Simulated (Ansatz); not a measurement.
# Generalised stacking fault on (112) of a Nb-Li solid solution (54 atoms): geometry optimisation, part 2 of 2

How does generalised stacking fault on (112) of a Nb-Li solid solution (54 atoms) relax, and what do bonds and levels look like afterwards?

Ansatz 0.2.0; Kohn-Sham DFT, PBE, PAW (set soft_2), plane waves.

The cell: 30 Nb and 24 Li. The cell is under 6 Å thick along one periodic direction. Atoms were free to move along the slip. The host structure and its lattice constant were typed by rule, without a check against the phase diagram.

So far. Step 3 (Relaxation): The relaxation changed the energy by -162 meV/atom, and atoms moved by 0.76 Å r.m.s., 1.9 Å at most.

**5. Single point at the relaxed geometry**

The electronic structure is read at the final geometry, in a run of its own.

The input, input.yaml:

```yaml
crystal:
  lattice:
    - [8.82021, 0.0, 0.0]
    - [0.0, 4.80111, 0.0]
    - [1.22504, 0.0, 25.14732]
  atoms:
    - { symbol: Nb, position: [0.5377, 0.0005, 0.98006] }
    - { symbol: Nb, position: [0.22883, 0.00049, 0.98638] }
    - { symbol: Li, position: [0.87471, 0.0005, 0.98437] }
    - { symbol: Nb, position: [0.6364, 0.50049, 0.0358] }
    [... 44 atom lines left out ...]
    - { symbol: Nb, position: [0.67449, 0.00048, 0.87881] }
    - { symbol: Nb, position: [0.34647, 0.00049, 0.87437] }
    - { symbol: Nb, position: [0.03513, 0.00049, 0.87409] }
    - { symbol: Nb, position: [0.7367, 0.50049, 0.93826] }
    - { symbol: Li, position: [0.41456, 0.5005, 0.92852] }
    - { symbol: Li, position: [0.10868, 0.50049, 0.93348] }
kpoints:
  mp_grid: { grid: [2, 4, 1] }
hamiltonian:
  xc: pbe
scf:
  occupations: { method: fermi_dirac, width: 0.1 }
output:
  forces: true
  stress: true
  populations: intrinsic
  dos:
    method: { smearing: { sigma: 0.1 } }
    de: 0.1
    projected: { site_lists: { Li: [Li], Nb: [Nb] } }
  eigenvalues: true
  write_density: true
  write_potential: true
  volumetric_format: npy
```

Run with:

```
ansatz run input.yaml --threads 4 --pin off --max-ram 8192MiB --backend cpu --events-out ev --progress --plain --runs-dir out
```

Numbers of over 12 decimals in the logs are rounded to 6 here.

The program printed:

```text
[...]
Crystal: 54 atoms, lattice volume = 1064.908 Å³
Basis set: ecut = 420 eV, 20759 PW (Γ), exchange–correlation on 120×72×360 points (8 copies of the dense FFT grid, shifted against one another)
Bands: 285, of which v1, the nominal top of the filled ones, is band 231 counted from 1 (230 counted from 0)
Symmetry: 1 space group operations
[...]
k-points: 6 of 8 (time reversal used)
[...]
SCF iter   1: F=—  HF=-141462.461529 eV  |F-HF|=—  |Δ(HF+E_count)|=         —  Δρ=9.62e-3  dr2=4.87e1  ethr=1.77e-3  ⟨swp⟩=10.5  Hψ=8521  notcnv=0
[...]
SCF iter   9: F=-141462.035775 eV  HF=-141462.035775 eV  |F-HF|=3.25e-8  |Δ(HF+E_count)|=   5.66e-8  Δρ=1.24e-6  dr2=5.17e-8  ethr=2.16e-11  ⟨swp⟩=13.3  Hψ=10027  notcnv=0
SCF 1 converged in 9 iterations: F = -141462.035775 eV  dr2 = 5.17e-8
[...]
SCF converged after 9 iterations
Free energy (F): -141462.035775 eV
[...]
Internal energy: -141460.415021 eV  (E = F + TS)
E sigma→0 (E₀):  -141461.225398 eV
Entropy (-TS):   -1.620754 eV (-30.014 meV/atom)
Fermi energy:    9.309104 eV
[...]
--- Forces (eV/Å), atoms counted from 1 ---
  atom   1  Nb     0.00372000    -0.00017176     0.00582502
  atom   2  Nb     0.00832464     0.00019302     0.00108672
  atom   3  Li    -0.00224679     0.00008928    -0.00058470
  atom   4  Nb    -0.00185019     0.00064602    -0.02508759
  atom   5  Nb     0.00081682    -0.00020374     0.01091303
  atom   6  Li     0.00039761    -0.00064348     0.00402602
  atom   7  Li    -0.00506307     0.00062933    -0.00063962
  atom   8  Li    -0.00170801    -0.00024985     0.00195582
  atom   9  Nb     0.00346512    -0.00013687    -0.00340165
  atom  10  Nb     0.00567851    -0.00011443     0.00154769
  atom  11  Li     0.00310468    -0.00024070    -0.00120679
  atom  12  Li     0.00231709     0.00012596     0.00245162
  atom  13  Nb     0.03829666     0.00004657    -0.01469131
  atom  14  Nb    -0.04239417     0.00018250     0.01460534
[...]
atom  53  Li    -0.00084360    -0.00011286     0.00004951
  atom  54  Li     0.00228952    -0.00001406     0.00017495
  max |Σ_I F_I| component: 3.31e-5 eV/Å
--- Stress (GPa, compression-positive) ---
       -4.600696       0.000116       0.051213
        0.000116      -5.070571      -0.000049
        0.051213      -0.000049      -4.063446
  P = ⅓ Tr σ = -4.5782 GPa (-45.782 kbar)
--- Band table (eV; the first three rows and the last of 6) ---
[...]
--- intrinsic populations: 54 sites ---
  site symbol       q [e]
     0     Nb     13.0584
     1     Nb     13.4387
     2     Li      2.6572
[...]
53     Li      2.6410
  spilling = 0.000000 (of n_electrons = 462.000000)
```

It took 2 min on 4 threads of Arm Neoverse V1, shared host; peak memory 4.6 GiB.

The run gave:

```
free energy                             : -141462.0358 eV
free energy per atom                    : -2619.6673 eV/atom
SCF cycles                              : 9
pressure                                : -4.578 GPa
r.m.s. force component                  : 0.00719 eV/Å
longest force                           : 0.04484 eV/Å
Fermi energy                            : 9.309 eV
levels partly filled by over 2 per cent : 117
```

States in the cell by windows of 1 eV, zero at the Fermi level; the larger projections on atomic orbitals stand beside the total:

```csv
from (eV),to (eV),total,Nb d,Nb s,Li s
-18,-6,0.0,0.0,0.0,0.0
-6,-5,0.3,0.0,0.2,0.0
-5,-4,4.3,0.2,3.4,0.7
-4,-3,10.9,3.2,5.8,1.7
-3,-2,45.6,33.0,7.1,4.8
-2,-1,56.3,46.8,3.9,4.3
-1,0,56.3,45.9,3.5,4.2
0,1,46.7,34.4,3.2,3.8
```

About 288 of the 462 electrons lie in deeper levels, below the stored range.

The levels nearest the highest filled one (over half full), pooled over k-points and spins:

```csv
level less the highest filled one (eV),occupation
-0.0372,1.24
-0.0117,1.12
-0.0091,1.10
-0.0089,1.10
-0.005,1.08
0,1.06
0.0138,0.99
0.0328,0.895
0.0349,0.884
0.0404,0.857
0.0426,0.847
0.0476,0.822
```

Valence density in the ca plane at fractional y = 0.000, with atoms of Nb and Li within 0.2 Å of it. It is the smooth field of the valence electrons, not physical close to the nuclei.

Ten even steps from '0' (0.0 e/Å³) to '9' (7.5 e/Å³), each cell a mean:
```
00000000692000000671000000000000100000048200
00000000241000000561000002320000000000037200
00000000000000000000000015652000000000001000
00000000000000000000000026663000000000000000
20000000000000000000000014652001232000000000
93000000000000000000000001221002565200000000
62000000000000000000000000000002666300011100
00000023200000000110000000000001464200145410
00000156520000000771000000000000121000266630
00000266630000000551000024420000000000256630
00000146520000000000000046641000000000024310
10000012210000000000000046651000000000000000
53000001000000000000000024531001110000000000
65100012100000000000000001110013542000000000
64100145420000000000000000000025663000000000
32000266630000015300000000000014663000000000
00000156630000029500000000000002331000013100
00000023310000002100000011000000100000059300
00000000000000000000000186000000000000014100
00000000000000000000000154000001110000000000
21000000000000000000000000000014531000000000
86000000000000000000000000000036652000000000
54000000000000000000000000000036652000000000
00000000120000000000000000000013431000001000
```
Columns run along c (16.0 Å, from fractional 0.09 to 0.73 of the cell), rows up along a (8.8 Å). Atoms in or near the plane, at fractional coordinates: Li at (0.10, 0.09), Li at (0.09, 0.75), Nb at (0.19, 0.60), Nb at (0.19, 0.33), Li at (0.22, 0.96), Li at (0.34, 0.62), Li at (0.32, 0.31), Li at (0.35, 0.95), Nb at (0.47, 0.84), Nb at (0.46, 0.52), Li at (0.44, 0.21), Nb at (0.57, 0.73), Nb at (0.56, 0.37), Nb at (0.55, 0.08) and more.

Electrostatic potential energy in the ca plane at fractional y = 0.000, with atoms of Nb and Li within 0.2 Å of it. With pseudopotentials it is smooth inside the atoms' cores, unlike the true potential.

Ten even steps from '0' (-68 eV) to '9' (12 eV), each cell a mean:
```
99999999999997546899997557999998889988778999
89999999999998657999998557999985457999999999
79999999999999888999999778999862015899999999
79999999999999999999999999999850003799878999
89999767999999999999999999999962014887435799
99998656899999999999999999999986457885101589
99999656899988899999999999999998889984000489
99999888999854579999998778999999999986202588
89999999998620048999997557999987789998656898
58999999998510037999998657999863258999988998
27999889999730148999999878999730026999999999
37997657899865579999999999999730016899899999
58984113799987889999999999999852137887668999
89973001689865689999999999999986678873125899
99973002688631258999988899999999999861003799
89986435798510037999975689999999999962003799
58999878999620037999964579999999999985336899
16899999999853468999986789999877899998778999
05899999999987889999999999999755799998889999
36899989999999999999999999999756899987678999
68999867899999999999999999999988999862137999
99999755799999999999999999999999999840005899
99999766799999989999999999999999999840005899
99999988999998767999998778999999999873236899
```
Columns run along c (16.0 Å, from fractional 0.00 to 0.64 of the cell; values clipped at the 3rd and 97th percentile), rows up along a (8.8 Å). Atoms in or near the plane, at fractional coordinates: Li at (0.10, 0.09), Li at (0.09, 0.75), Nb at (0.09, 0.42), Nb at (0.19, 0.60), Nb at (0.19, 0.33), Li at (0.22, 0.96), Li at (0.34, 0.62), Li at (0.32, 0.31), Li at (0.35, 0.95), Nb at (0.47, 0.84), Nb at (0.46, 0.52), Li at (0.44, 0.21), Nb at (0.57, 0.73), Nb at (0.56, 0.37) and more.

Within 0.4 eV of the Fermi level the largest share is Nb d (82 % of the projected weight).

The surroundings of Nb32, picked at random, nearest first, numbered as they follow in the input and with coordinates relative to it.

```csv
atom,x,y,z,distance (Å)
Nb32,0.00,0.00,0.00,0.00
Nb33,-2.63,0.00,-0.15,2.64
Nb26,1.22,0.00,-2.41,2.70
Nb29,-0.78,-2.40,-1.37,2.87
Nb29,-0.78,2.40,-1.37,2.87
Li38,-0.89,0.00,2.76,2.90
Li35,1.03,-2.40,1.49,3.01
Li35,1.03,2.40,1.49,3.01
```

**6. What came out**

* energy change in the relaxation: -161.6 meV/atom
* r.m.s. displacement: 0.763 Å
* largest displacement: 1.933 Å
* free energy per atom: -2619.6673 eV/atom
* density: 4.606 g/cm³
* pressure: -4.578 GPa
* r.m.s. force component: 0.00719 eV/Å
* wall time of the 3 DFT runs: 23 min

What this shows: Relaxation lowers the energy by 162 meV/atom and moves atoms by 0.76 Å r.m.s.; the r.m.s. force component goes from 0.52 to 0.0072 eV/Å. First to last step the energy falls by 8.727 eV; the largest move, 1.93 Å, is that of Nb9. 117 levels are partly filled, by over 2 % (on the run's k-points), as in a metal.

Caveats: Atoms were free to move along the slip, so the relaxation can undo part or all of it. The pressure of -4.6 GPa shows the cell to be stretched for this functional.

[Logs are printed without paths, hosts, clocks, repeated set-up lines and the standing remarks that a program may print on its own settings, such as how far it seeks lower states.]

[Hosts, paths, dates, database ids (printed as entryN), source tags and the programs' standing remarks are cut or masked in the printed files.]
